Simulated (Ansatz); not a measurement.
# Calculated records

**Al2O3 (Corundum): band gap by G0W0 on HSE06**

The structure is trigonal, space group R-3c (No. 167). Conventional cell: a = 4.760 Å, b = 4.760 Å, c = 12.996 Å, α = 90.00°, β = 90.00°, γ = 120.00°. Al has 6 O at 1.85 to 1.97 Å nearest. Nearest to O lie 4 Al at 1.85 to 1.97 Å. Farther neighbours and most contacts between anions are not listed.

```xyz
10
Lattice="2.3803 1.3742 4.3319 -2.3803 1.3742 4.3319 0.0000 -2.7485 4.3319" Properties=species:S:1:pos:R:3 pbc="T T T"
Al    0.0000    0.0000    4.5765
Al    0.0000    0.0000    1.9213
Al    0.0000    0.0000    8.4191
Al    0.0000    0.0000   11.0743
O    -0.9203    1.3742    7.5808
O    -0.7300   -1.4841    7.5808
O     1.6503    0.1099    7.5808
O     0.9203   -1.3742    5.4148
O     0.7300    1.4841    5.4148
O    -1.6503   -0.1099    5.4148
```

| Quantity | Value |
| --- | --- |
| method | G0W0 on HSE06, plane waves, PAW (and 1 further level or step) |
| program | Ansatz 0.2.0 |
| settings of one run | cutoff 930 eV, 4×4×4 k-mesh, {"kind": "paw", "source": "ansatz"}, empty bands 505, screening cutoff 190 eV, screening contour deformation, QP bands (v3, c3), PAW set ansatz |
| cost | 2 runs, 1.9 min in all on 1 × NVIDIA H100 80GB HBM3 (shared by 3 runs) with 4 threads of AMD EPYC 7R13 (Zen 3), shared host (the runs of this entry) |
| notes | In doubt: masses and optical values from hybrid runs of this build are listed as unsure (in some of the runs), which bears on the screening that GW takes from such a start. The cell and positions come from the Crystallography Open Database and are kept as given unless a step says otherwise. Bands and cutoff are finite, so the gap is not at the basis limit. The miss can reach some tenths of an eV and take either sign; the mesh is an error of its own. |
| HSE06 gap | 8.08 eV, direct |
| G0W0 gap on the mesh | 9.74 eV, from k = Γ to k = Γ |
| GW settings | 4×4×4 mesh, 505 empty bands, screening to 190 eV, hard PAW files |
| known limits | not at the basis limit |

The correction moves the gap on the mesh from 8.09 eV to 9.74 eV (+1.64 eV): the valence edge shifts by −0.73 eV and the conduction edge by +0.91 eV on the run's own scale. Z is 0.83 and 0.87 at the edges, as usual for well-defined quasiparticles.

[Paths, hosts, dates, memory and timing lines, banners, echoed tables and standing remarks are left out of the program output.]

[Logs are printed without paths, hosts, clocks, repeated set-up lines and the standing remarks that a program may print on its own settings, such as how far it seeks lower states.]

[Runs of the session that timed out or met a known fault of the program may be left out.]

[Cells called generated may have been cut or substituted from an entry of the Crystallography Open Database or the Materials Project.]

[Hosts, paths, dates, database ids (printed as entryN), source tags and the programs' standing remarks are cut or masked in the printed files.]
